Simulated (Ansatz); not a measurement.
# What Ca3SiS in Imma, a phase reached by a soft mode distorts into, part 3 of 3

Wanted: the energy along a soft mode of Ca3SiS in Imma, a phase reached by a soft mode and the structure at the end.

Ansatz 0.2.0; DFT PBEsol, scalar-relativistic, plane waves, PAW; PAW set soft_1.

So far. Step 5 (Energy along the mode, all amplitudes (two of the runs …): The lowest of the steps tried is at 0.32 Å, 2.56 meV/atom below the parent; the bottom of the well need not coincide with a step. Step 7 (The new phase in its own primitive cell): The largest force component left is 0.49 meV/Å and the pressure is -0.001 GPa, within the tolerances set. The cell now holds 27.43 Å³/atom.

The structure was built from a prototype and need not be the compound's stable phase.

### 8. Modes of the new phase

A relaxed structure may still be a saddle point, so its zone-centre modes are computed. The response to a homogeneous field gives the Born charges and the dielectric tensor.

Contents of input.yaml:

```yaml
crystal:
  lattice:
    - [-5.2619506291, 3.6001860283, 3.619961653]
    - [5.2619506291, -3.6001860283, 3.619961653]
    - [5.2619506291, 3.6001860283, -3.619961653]
  atoms:
    - { symbol: Si, position: [0.0031354075, 0.2788829606, 0.2242524468] }
    - { symbol: Si, position: [0.0546305138, 0.7788829606, 0.7757475532] }
    - { symbol: S, position: [0.501292403, 0.001292403, 0.5] }
    - { symbol: S, position: [0.501292403, 0.501292403, 0.0] }
    - { symbol: Ca, position: [0.3248332203, 0.2025451887, 0.6222880316] }
    - { symbol: Ca, position: [0.5802571572, 0.7025451887, 0.3777119684] }
    - { symbol: Ca, position: [0.5263172525, 0.1859226583, 0.1859929114] }
    - { symbol: Ca, position: [0.5263172525, 0.8403243411, 0.8403945942] }
    - { symbol: Ca, position: [0.9999297469, 0.6859226583, 0.1596054058] }
    - { symbol: Ca, position: [0.9999297469, 0.3403243411, 0.8140070886] }
kpoints:
  mp_grid: { grid: [6, 6, 6] }
hamiltonian:
  xc: pbesol
  pseudopotentials: { kind: paw, azcp: { folder: soft_1 }, xc_functional: pbe }
scf:
  occupations: { method: fixed }
output:
  eigenvalues: true
phonons:
  method: dfpt
  dielectric: true
  rigid_motions: translations
```

On the command line:

```console
> ansatz run input.yaml --threads 8 --pin off --max-ram 16384MiB --backend cpu --events-out ev --progress --plain --runs-dir out
```

Numbers of over 12 decimals in the logs are rounded to 6 here.

Log:

```text
[...]
Crystal: 10 atoms, lattice volume = 274.306 Å³
Basis set: ecut = 420 eV, 5321 PW (Γ), exchange–correlation on 100×100×100 points (8 copies of the dense FFT grid, shifted against one another)
Bands: 50, of which v1, the nominal top of the filled ones, is band 40 counted from 1 (39 counted from 0)
Symmetry: 4 space group operations
k-points: 112 of 216 (irreducible under 1 space group operation, time reversal used)
[...]
SCF iter   1: F=—  HF=-13787.708776 eV  |F-HF|=—  |Δ(HF+E_count)|=         —  Δρ=3.30e-2  dr2=8.14e0  ethr=3.10e-3  ⟨swp⟩=6.6  Hψ=20706  notcnv=0  defer=683
[...]
SCF iter  11: F=-13785.451182 eV  HF=-13785.451182 eV  |F-HF|=1.82e-12  |Δ(HF+E_count)|=  2.91e-11  Δρ=6.87e-8  dr2=1.82e-11  ethr=1.00e-12  ⟨swp⟩=23.6  Hψ=44869  notcnv=0
SCF 1 converged in 11 iterations: F = -13785.451182 eV  dr2 = 1.82e-11
[...]
NSCF: frozen V_eff on 5 k-points
[...]
Bands: 41, of which v1, the nominal top of the filled ones, is band 40 counted from 1 (39 counted from 0)
k-points: 45 of 216 (time reversal used)
[...]
Eigensolver: Dense (45 Hₖ)
SCF iter   1: F=—  HF=-13785.338648 eV  |F-HF|=—  |Δ(HF+E_count)|=         —  Δρ=2.08e-4  dr2=4.51e-5  ethr=1.00e-1
[...]
SCF iter   4: F=-13785.338666 eV  HF=-13785.338666 eV  |F-HF|=1.80e-10  |Δ(HF+E_count)|=   1.77e-8  Δρ=2.61e-6  dr2=2.65e-8  ethr=6.64e-10
SCF 1 converged in 4 iterations: F = -13785.338666 eV  dr2 = 2.65e-8
[...]
SCF converged after 11 iterations
Free energy (F): -13785.451182 eV
[...]
Internal energy: -13785.451182 eV  (E = F + TS)
E sigma→0 (E₀):  -13785.451182 eV
Fermi energy:    6.332454 eV
[...]
--- Band table (eV; the first three rows and the last of 112) ---
  k-point 0: bands = [... 36 lower, 5.4615, 5.9661, 6.0754, 6.1100, 7.0627, 7.1427, 7.4875, 8.0326, ... 6 higher]
  k-point 1: bands = [... 36 lower, 5.4229, 5.7493, 5.8590, 5.9956, 7.1984, 7.3141, 7.5935, 7.8285, ... 6 higher]
  k-point 2: bands = [... 36 lower, 5.2894, 5.5703, 5.6339, 5.8437, 7.3323, 7.6272, 7.6783, 7.7734, ... 6 higher]
  k-point 111: bands = [... 36 lower, 5.2474, 5.5550, 5.6617, 6.3325, 6.9467, 7.5063, 7.6483, 7.8561, ... 6 higher]
[...]
ASR residual: 9.936e-5 → 0.000e0 eV/Å²; symmetrization residual: 7.187e-6 eV/Å²
[...]
ε∞ (high-frequency dielectric tensor):
       11.127060     0.000000     0.000000
        0.000000    11.429231     0.000000
        0.000000     0.000000    11.737286
  ε⁰ (static dielectric tensor: ions relaxed, cell fixed):
       19.953046     0.000000    -0.000000
        0.000000    18.604853    -0.000000
       -0.000000    -0.000000    27.410852
  ε⁰ − ε∞ (ionic part):
        8.825986     0.000000    -0.000000
        0.000000     7.175622    -0.000000
       -0.000000    -0.000000    15.673567
[...]
Born effective charges Z* (e; rows j = field, columns β = displacement):
    site 0:
        -2.97595    0.00000   -0.00000
         0.00000   -3.70164   -0.01983
         0.00000   -0.09904   -3.69554
    site 1:
        -2.97595    0.00000   -0.00000
         0.00000   -3.70164    0.01983
         0.00000    0.09904   -3.69554
    site 2:
        -2.78918    0.14077   -0.00000
        -0.68079   -2.69077    0.00000
         0.00000    0.00000   -2.80426
    site 3:
        -2.78918   -0.14077   -0.00000
         0.68079   -2.69077    0.00000
         0.00000    0.00000   -2.80426
    site 4:
         1.61125    0.00000   -0.00000
         0.00000    2.38214   -0.37996
         0.00000   -0.30375    2.19029
    site 5:
         1.61125    0.00000   -0.00000
         0.00000    2.38214    0.37996
         0.00000    0.30375    2.19029
    site 6:
         2.07694    0.04860   -0.03138
         0.06103    2.00513    0.40965
         0.08725    0.38318    2.15475
    site 7:
         2.07694   -0.04860    0.03138
        -0.06103    2.00513    0.40965
        -0.08725    0.38318    2.15475
    site 8:
         2.07694   -0.04860   -0.03138
        -0.06103    2.00513   -0.40965
         0.08725   -0.38318    2.15475
    site 9:
         2.07694    0.04860    0.03138
         0.06103    2.00513   -0.40965
        -0.08725   -0.38318    2.15475
  Z* charge neutrality: 4.000e-2 e pre-enforcement
[...]
optical modes at Γ without the LO–TO term, one row a degenerate level:
      ω (cm⁻¹)  modes    IR ((D/Å)²/amu)
         69.34      1             3.7329
[...]
optical modes at Γ + LO–TO along q̂ = [1.0000, 0.0000, 0.0000]:
      ω (cm⁻¹)  modes    IR ((D/Å)²/amu)
[...]
optical modes at Γ + LO–TO along q̂ = [0.0000, 1.0000, 0.0000]:
      ω (cm⁻¹)  modes    IR ((D/Å)²/amu)
[...]
optical modes at Γ + LO–TO along q̂ = [0.0000, 0.0000, 1.0000]:
      ω (cm⁻¹)  modes    IR ((D/Å)²/amu)
[...]
190.97      1             5.0004
        208.98      1             0.0385
        221.64      1            14.2997
        222.78      1             0.2216
        237.22      1            32.7395
        238.70      1             5.7316
        246.63      1             8.9878
        267.14      1             0.0000
        289.99      1             5.0760
        296.25      1             0.0000
        336.76      1             9.4051
        337.16      1            24.9899
```

Wall time 7.8 min (8 threads of Arm Neoverse V2, shared host); peak memory 6.5 GiB; 60 min of CPU time.

This step gave:

| Property | Result |
| --- | --- |
| sum-rule residual before enforcement | 9.94e-5 eV/Å² |
| miss of the charge sum rule | 0.04000 e |
| estimated error of the dielectric tensor | 0.04446 |
| estimated error of the Born charges | 0.04527 e |
| point group | mm2 |
| highest optical mode at the zone centre (no LO-TO term) | 336.8 cm⁻¹ |
| lowest optical zone-centre mode | 69.34 cm⁻¹ |
| mean high-frequency dielectric constant | 11.43 |
| largest Born charge (third of the trace) | -3.458 e |
| mean static dielectric constant | 21.99 |
| top of the zone-centre spectrum with the field | 351.9 cm⁻¹ |

Patterns of degenerate modes are one choice out of their space. Modes at Γ, with each element's share of the kinetic energy:

```csv
mode,frequency (cm⁻¹),symmetry,Si %,S %,Ca %
1,0.0,acoustic,16,18,67
2,0.0,acoustic,16,18,67
3,0.0,acoustic,16,18,67
4,69.3,A1,10,0,90
5,79.1,B1,0,0,100
6,100.3,B2,3,1,96
7,103.7,A2,0,6,94
8,136.2,B1,4,40,56
9,140.1,A1,1,24,76
10,143.6,A2,35,0,65
11,146.6,A1,6,2,92
12,148.7,B2,5,6,88
13,165.9,B2,12,30,58
14,168.3,B2,2,0,98
15,176.6,B1,80,0,20
16,178.3,A1,18,1,82
17,183.3,A2,35,0,65
18,186.0,A2,30,1,69
19,186.0,A1,75,2,22
20,191.0,B2,80,11,9
21,209.0,B2,18,76,6
22,222.8,B1,0,0,100
23,237.2,B2,64,4,32
24,238.7,B1,0,48,52
25,240.0,A1,75,0,24
26,267.1,A2,0,90,10
27,290.0,B1,0,94,6
28,296.2,A2,0,3,97
29,318.4,A1,0,53,47
30,336.8,B2,0,53,47
```

Displacements in mode 4 (69.3 cm⁻¹), the largest set to 1:
```
Si1  0.00 -0.03 -0.47
Si2  0.00  0.03 -0.47
S3   0.00  0.00 -0.02
S4   0.00  0.00 -0.02
Ca5  0.00  0.21  1.00
Ca6  0.00 -0.21  1.00
Ca7  0.12 -0.32 -0.33
Ca8 -0.12 -0.32 -0.33
Ca9  0.12  0.32 -0.33
Ca10-0.12  0.32 -0.33
```

Displacements in mode 21 (209.0 cm⁻¹), the largest set to 1:
```
Si1  0.00 -0.20  0.52
Si2  0.00 -0.20 -0.52
S3  -1.00  0.37  0.00
S4   1.00  0.37  0.00
Ca5  0.00 -0.17 -0.14
Ca6  0.00 -0.17  0.14
Ca7  0.04  0.01  0.09
Ca8 -0.04  0.01  0.09
Ca9 -0.04  0.01 -0.09
Ca10 0.04  0.01 -0.09
```

Optical modes at the zone centre, without and with the macroscopic field of the longitudinal modes; each column is sorted by frequency, so a row need not hold one and the same mode. Modes with and without the field, by row:

```
rank among optical modes  no field (cm⁻¹)  q along (1, 0, 0) (cm⁻¹)  q along (0, 1, 0) (cm⁻¹)  q along (0, 0, 1) (cm⁻¹)
                       1             69.3                      69.3                      69.3                      77.6
                       2             79.1                      79.2                      79.1                      79.1
                       3            100.3                     100.3                     100.6                     100.3
                       4            103.7                     103.7                     103.7                     103.7
                       5            136.2                     139.5                     136.2                     136.2
                       6            140.1                     140.1                     140.1                     143.6
                       7            143.6                     143.6                     143.6                     145.1
                       8            146.6                     146.6                     146.6                     148.7
                       9            148.7                     148.7                     149.7                     149.1
                      10            165.9                     165.9                     166.8                     165.9
                      11            168.3                     168.3                       169                     168.3
                      12            176.6                     178.3                     176.6                     176.6
                      13            178.3                     183.3                     178.3                     178.3
                      14            183.3                       186                     183.3                     183.3
                      15              186                       186                       186                       186
                      16              186                       191                       186                       191
                      17              191                       209                     195.1                       209
                      18              209                     209.6                       209                     221.6
                      19            222.8                     223.3                     222.8                     222.8
                      20            237.2                     237.2                     238.7                     237.2
                      21            238.7                       240                       240                     238.7
                      22              240                     252.5                     267.1                     246.6
                      23            267.1                     267.1                     278.1                     267.1
                      24              290                     296.2                       290                       290
                      25            296.2                     300.8                     296.2                     296.2
                      26            318.4                     318.4                     318.4                     336.8
                      27            336.8                     336.8                     351.9                     337.2
```

Born charge (rows field, columns displacement) (e), principal values of the symmetric part by kind of site:

```csv
atom,atoms with these values,low,middle,high,mean
Si1,2,-3.76,-3.64,-2.98,-3.46
S3,2,-3.01,-2.80,-2.47,-2.76
Ca5,2,1.61,1.93,2.64,2.06
Ca7,4,1.68,2.07,2.49,2.08
```

In full for Ca7:

```
 2.08  0.05 -0.03
 0.06  2.01  0.41
 0.09  0.38  2.15
```

High-frequency dielectric tensor:

```
11.13  0.00  0.00
 0.00 11.43  0.00
 0.00  0.00 11.74
```

Static dielectric tensor (ions relaxed, fixed cell):

```
19.95  0.00  0.00
 0.00 18.60  0.00
 0.00  0.00 27.41
```

Transverse modes. Lines of the infrared spectrum (strongest = 100):

```csv
position (cm⁻¹),lines merged,relative intensity
69,1,11
79,1,0.2
100,1,0.6
104,1,0.0
136,1,10
140,1,21
144,1,0.0
147,1,2.0
149,1,2.9
166,1,3.6
168,1,1.4
177,1,74
178,1,0.3
183,1,0.0
186,2,74
191,1,15
209,1,0.1
223,1,0.7
237,1,100
239,1,18
240,1,6.4
267,1,0.0
290,1,16
296,1,0.0
318,1,40
337,1,29
```

Before it was imposed, the acoustic sum rule was missed by 9.9e-5 eV/Å² and the charge sum rule by 0.040 e. The charge miss is large and points to the mesh or the basis. The lowest optical mode is real, 69.3 cm⁻¹.

The log warns of the k mesh: “the force constants stand on the 6×6×6 k-mesh, whose period is 12.12 times the interband length at k = (0.0000, 0.0000, 0.0000), direct gap 0.953 eV, under 14: take them and everything formed from them as unconverged”.

### 9. The phases reached

The phases reached along the modes that were followed are set side by side.

Energies are those of the first relaxation, on the mesh of the frozen mode; space group, volume and gap are those of the last relaxation. Phases, by row:

| mode frozen in | space group | energy from parent (meV/atom) | volume (Å³/atom) | gap on mesh (eV) | lowest zone-centre optical mode (cm⁻¹) | largest shift (Å) |
| --- | --- | --- | --- | --- | --- | --- |
| parent | Imma | 0 | 27.41 | 0.601 | – | – |
| q = (0, 0, 0), 50i cm⁻¹ | Ima2 | -3.31 | 27.43 | 0.614 | 69.3 | 0.358 |

### 10. Outcome

| Quantity | Value |
| --- | --- |
| unstable mode of the parent | q = (0, 0, 0), 50i cm⁻¹ |
| depth at the lowest point sampled | 2.56 meV/atom |
| largest atomic shift at that point | 0.32 Å |
| space group reached (within 0.01 Å) | Ima2 |
| energy gained over the parent (first relaxation, on the mesh of the frozen mode) | 3.31 meV/atom |
| volume per atom, phase reached | 27.4 Å³ |
| gap on the k-mesh, phase reached | 0.614 eV |
| lowest optical zone-centre mode, phase reached | 69.3 cm⁻¹ |
| highest optical mode at the zone centre (no LO-TO term), phase reached | 337 cm⁻¹ |

**Reading.** Along this mode the structure falls into Ima2, 3.31 meV/atom below the parent. At the parent's cell the well is 2.561 meV/atom deep on the steps tried, with its lowest point at a shift of 0.32 Å. Relaxing atoms and cell changes the gain by +0.75 meV/atom against the lowest step (energies at zero smearing). The new phase has no imaginary mode at the zone centre of its cell; other wavevectors were not checked. Each path keeps the symmetry of its pattern, so a lower phase may lie along a pattern not tried. With the field response the log warns that the k mesh is coarse for the force constants too, so the frequencies may not be converged. The PAW files were made for PBE and serve the other functionals too. The starting cell was built on a prototype and not taken from a measurement, so the phase need not exist.

[Logs are printed without paths, hosts, clocks, repeated set-up lines and the standing remarks that a program may print on its own settings, such as how far it seeks lower states.]

[Hosts, paths, dates, database ids (printed as entryN), source tags and the programs' standing remarks are cut or masked in the printed files.]
